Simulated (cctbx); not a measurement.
# Accept or mend?

Cell a = 12.0510 Å, b = 4.3390 Å, c = 11.6260 Å, α = 90.00°, β = 90.00°, γ = 90.00°; space group Pnma (no. 62).

Simulated single-crystal data (cctbx): Mo Kα, λ = 0.71073 Å, to d = 0.7 Å, 70 % of the full sphere, strongest reflection 5000 counts, noise from counting, a 6 % proportional error and a noise floor of 15 counts (s.d.); no absorption, and some extinction, which the refinements don't model.

An isotropic refinement with weights 1/σ² prints:

```text
Rint 0.139, 1037 unique reflections to 0.70 A
cycle     R1     wR2    GooF  max shift (A)
   1  0.1502  0.3371   3.612   0.33524
  12  0.0461  0.1003   1.075   0.01119
final R1 0.0469 wR2 0.1039 GooF 1.113  parameters 22  data/parameter 47.1
atom        x        y        z      Ueq    occ   su(xyz)  su(Uiso or U11)
Nd1    0.87989  0.25000  0.05765   0.0053  1.000  0.00010  0.0002
Nd2    0.71846  0.25000  0.80522   0.0073  1.000  0.00011  0.0002
Nd3    0.55723  0.25000  0.12797   0.0055  1.000  0.00011  0.0002
Ge1    0.80545  0.25000  0.49422   0.0108  1.000  0.00024  0.0005
Ge2    0.97917  0.25000  0.81438   0.0061  1.000  0.00022  0.0004
Fe1    0.62808  0.25000  0.37331   0.0083  1.000  0.00030  0.0006
Fe2    0.21158  0.95386  0.23171   0.7247  1.000  0.01328  0.0528
difference map: max 7.03 min -7.86 rms 1.63
Q1    0.9992  0.2500  0.2841    4    7.64  1.24 A from Nd3
Q2    0.0324  0.7500  0.6420    4    7.50  1.09 A from Nd3
Q3    0.2026  0.7500  0.4579    4    7.14  0.57 A from Ge1
Q4    0.0616  0.2500  0.9103    4    7.04  1.49 A from Ge2
Q5    0.2019  0.2500  0.6458    4    6.66  0.60 A from Nd2
Q6    0.0548  0.9907  0.3984    8    5.75  1.17 A from Nd3
```

**Question.** Can this result stand? If not, what is the likely fault?

Mend it. The fault: spurious atom: Fe2. Against the right model at the same level, R1 goes from 0.0460 to 0.0469 and GooF from 1.05 to 1.11 and Fe2 takes U = 0.72 Å². A site with no density behind it hides by a very large U or drifts. The fit had not settled when the cycles ran out.

The compound is Nd3FeGe2. The right model at the same level gives:

```text
Rint 0.139, 1037 unique reflections to 0.70 A
cycle     R1     wR2    GooF  max shift (A)
   1  0.2389  0.4355   4.657   0.11014
   2  0.0460  0.0981   1.049   0.00006
final R1 0.0460 wR2 0.0981 GooF 1.049  parameters 18  data/parameter 57.6
atom        x        y        z      Ueq    occ   su(xyz)  su(Uiso or U11)
Nd1    0.87987  0.25000  0.05764   0.0054  1.000  0.00010  0.0002
Nd2    0.71848  0.25000  0.80522   0.0074  1.000  0.00011  0.0002
Nd3    0.55724  0.25000  0.12797   0.0056  1.000  0.00010  0.0002
Ge1    0.80544  0.25000  0.49423   0.0110  1.000  0.00023  0.0005
Ge2    0.97913  0.25000  0.81437   0.0062  1.000  0.00020  0.0004
Fe1    0.62814  0.25000  0.37328   0.0084  1.000  0.00028  0.0006
difference map: max 6.98 min -7.40 rms 1.58
Q1    0.2029  0.7500  0.4577    4    7.44  0.57 A from Ge1
Q2    0.2006  0.2500  0.6446    4    7.35  0.62 A from Nd2
Q3    0.0325  0.7500  0.6418    4    6.69  1.09 A from Nd3
Q4    0.9992  0.2500  0.2842    4    6.62  1.24 A from Nd3
Q5    0.2018  0.2500  0.7508    4    6.49  0.68 A from Nd2
Q6    0.0618  0.2500  0.9105    4    6.49  1.50 A from Ge2
```

This is a model crystal, built by substitution and not relaxed, with assumed displacement parameters.

[Middle refinement cycles are left out of these outputs.]

[Logs are printed without paths, hosts, clocks, repeated set-up lines and the standing remarks that a program may print on its own settings, such as how far it seeks lower states.]
